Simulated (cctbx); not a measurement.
# Interatomic vectors of Sb4RhPb2

Space group C2/m (no. 12), a = 7.8990 Å, b = 8.7230 Å, c = 6.6840 Å, α = 90.00°, β = 118.50°, γ = 90.00°, content Pb4 Sb8 Rh2.

The data are simulated with cctbx, not measured: Ga Kα, λ = 1.3414 Å, to d = 0.8 Å, 50 % of the full sphere, strongest reflection 70000 counts, noise from counting, a 1.5 % proportional error and a noise floor of 15 counts (s.d.); no absorption, some extinction.

Patterson synthesis, origin scaled to 1000:

```text
Patterson group C 1 2/m 1
      u       v       w   height  length (A)
  0.000   0.000   0.000   1000.0     0.00
  0.000   0.275   0.500    578.2     4.11
  0.147   0.000   0.698    419.8     2.77
  0.143   0.275   0.197    307.5     2.71
  0.083   0.500   0.853    274.9     4.59
  0.000   0.452   0.000    164.8     3.95
  0.057   0.227   0.341    162.1     2.89
  0.121   0.459   0.690     82.9     4.81
  0.142   0.500   0.143     27.4     4.49
  0.072   0.088   0.928     24.0     1.18
  0.196   0.000   0.127     22.3     1.37
 -0.006   0.131   0.245     21.0     2.02
  0.022   0.384   0.761     20.6     3.75
  0.074   0.121   0.101     19.1     1.24
```

Q: Assign the vectors.

A peak at u stands for all pairs with xi − xj = u, with weight Σ ZiZj against Σ Z² = 51754 at the origin. Peak heights follow these weights only roughly, since form factors, motion and series ripples differ, all vectors within 0.55 Å of a peak are counted as merged into it though the farther ones add only part of their weight, and F(000) is left out, which lowers the whole map:

| u | v | w | shortest length (Å) | height | 1000 ΣZiZj/ΣZ² | pairs in the cell |
| --- | --- | --- | --- | --- | --- | --- |
| 0.000 | 0.275 | 0.500 | 4.11 | 578 | 646 | 8 × Pb–Sb |
| 0.147 | 0.000 | 0.698 | 2.77 | 420 | 461 | 2 × Pb–Pb, 4 × Sb–Sb |
| 0.143 | 0.275 | 0.197 | 2.71 | 308 | 323 | 4 × Pb–Sb |
| 0.083 | 0.500 | 0.853 | 2.95 | 275 | 285 | 4 × Pb–Rh |
| 0.000 | 0.452 | 0.000 | 3.94 | 165 | 201 | 4 × Sb–Sb |
| 0.057 | 0.227 | 0.341 | 2.89 | 162 | 177 | 4 × Sb–Rh |
| 0.121 | 0.459 | 0.690 | 2.73 | 83 | 101 | 2 × Sb–Sb |

The table stops at ten peaks or at a height of 45, below which ripples compete. In the model behind the data Pb, the heaviest element, has 1 independent site: (0.4174, 0, 0.1464), up to an allowed shift of origin; the Pb–Pb vectors are differences of these positions and their symmetry mates. The whole model:

```
atom  mult.       x       y       z  Ueq (Å²)
 Pb1      4  0.4174       0  0.1464    0.0150
 Sb1      8  0.5613  0.2757  0.3438    0.0154
 Rh1      2       0       0       0    0.0150
```

This is a model crystal, built by substitution and not relaxed, with assumed displacement parameters.

[Logs are printed without paths, hosts, clocks, repeated set-up lines and the standing remarks that a program may print on its own settings, such as how far it seeks lower states.]
